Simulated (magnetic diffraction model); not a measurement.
**FeSBr₇: what an assumed order does to the neutron pattern**

Space group Pc (no. 7), a = 6.5400 Å, b = 6.5340 Å, c = 14.3630 Å, β = 100.52°.

| site | atom | x | y | z |
| --- | --- | --- | --- | --- |
| 2a | Br | 0.1266 | 0.8711 | 0.0387 |
| 2a | Br | 0.7302 | 0.8892 | 0.1781 |
| 2a | Br | 0.8024 | 0.3020 | 0.0382 |
| 2a | Br | 0.9439 | 0.3933 | 0.3169 |
| 2a | Br | 0.3660 | 0.3818 | 0.1684 |
| 2a | Br | 0.4984 | 0.3454 | 0.4388 |
| 2a | Br | 0.3225 | 0.8589 | 0.3224 |
| 2a | Fe | 0.2893 | 0.4923 | 0.3098 |
| 2a | S | 0.9951 | 0.0742 | 0.1483 |

This is a made-up structure (elements placed in a structure type, unrelaxed), so the numbers test the method and describe no known phase.

Only Fe is taken to order (form factors of Fe3+); orders and moment sizes are assumed, and not adapted to the symmetry. Radiation: neutrons of λ = 1.8 Å, 3° to 30°; isotropic B of 0.36 Å² (Br), 0.39 Å² (Fe) and 0.41 Å² (S). The intensities are simulated: I ∝ L Σ (|F_N|² + |F_M⊥|²) for unpolarised neutrons, with F_M = 2.695 fm/μB × Σ f(s) S exp(2πi Q·r) exp(−B s²) at Q = H ± k (one set where k and −k are equivalent), only the part normal to Q counting and L = 1/(sin²θ cos θ). For collinear order S is the moment m, which repeats by lattice and centring translations R with the sign exp(−2πi k·R). Form factors are spin-only for 3d ions and dipole or tabulated for f ions, scattering lengths are Sears's of 1992, and absorption is left out. A label names one of the reflections at its angle. The strongest nuclear line in the range is 100, and lines under 0.2 are left out.

Assume the order k = (1/2 1/2 1/2), collinear moments along [110], 4.81 μB on Fe; signs + at (0.2893, 0.4923, 0.3098), − at (0.2893, 0.5077, 0.8098).

Predict the pattern, nuclear and magnetic parts apart.

```
2θ (°)           index  nuclear  magnetic
 11.39  (1/2 1/2 -1/2)      0.0      55.9
 12.30   (1/2 1/2 1/2)      0.0      49.8
 14.65         (0 0 2)     21.4       0.0
 14.69  (1/2 1/2 -3/2)      0.0      41.9
 15.83         (0 1 0)     27.5       0.0
 16.09         (1 0 0)     30.8       0.0
 16.75   (1/2 1/2 3/2)      0.0      35.6
 17.46         (0 1 1)      8.0       0.0
 19.72        (1 0 -2)     58.7       0.0
 20.27  (1/2 1/2 -5/2)      0.0      25.3
 21.63         (0 1 2)     75.2       0.0
 22.65         (1 1 0)     33.2       0.0
 22.81   (1/2 1/2 5/2)      0.0      19.7
 22.89        (1 1 -1)      9.2       0.0
 23.75         (1 0 2)     30.2       0.0
 24.74         (1 1 1)      1.0       0.0
 25.15  (3/2 1/2 -1/2)      0.0       9.2
 25.25  (1/2 3/2 -1/2)      0.0       9.7
 25.39        (1 1 -2)     11.9       0.0
 25.69   (1/2 3/2 1/2)      0.0       8.1
 26.01  (3/2 1/2 -3/2)      0.0       8.6
 26.43   (3/2 1/2 1/2)      0.0       8.5
 26.80  (1/2 1/2 -7/2)      0.0      13.9
 26.95  (1/2 3/2 -3/2)      0.0       8.0
 27.26         (0 1 3)     13.7       0.0
 28.16   (1/2 3/2 3/2)      0.0       8.6
 28.68         (1 1 2)    100.0       0.0
 28.84  (3/2 1/2 -5/2)      0.0       8.0
 29.54         (0 0 4)     16.8       0.0
 29.56   (1/2 1/2 7/2)      0.0      11.2
 29.61   (3/2 1/2 3/2)      0.0       7.7
 29.62        (1 1 -3)     35.5       0.0
```

The strongest magnetic line in the range is (1/2 1/2 -1/2) at 11.39° (55.9). On top of the Lorentz factor, which all lines share, magnetic lines fade with angle because f falls: for Fe3+ it is 0.92, 0.72, 0.50 and 0.17 at sin θ/λ = 0.1, 0.2, 0.3 and 0.5 Å⁻¹, while nuclear lengths stay constant. The order has no net moment.

[Logs are printed without paths, hosts, clocks, repeated set-up lines and the standing remarks that a program may print on its own settings, such as how far it seeks lower states.]
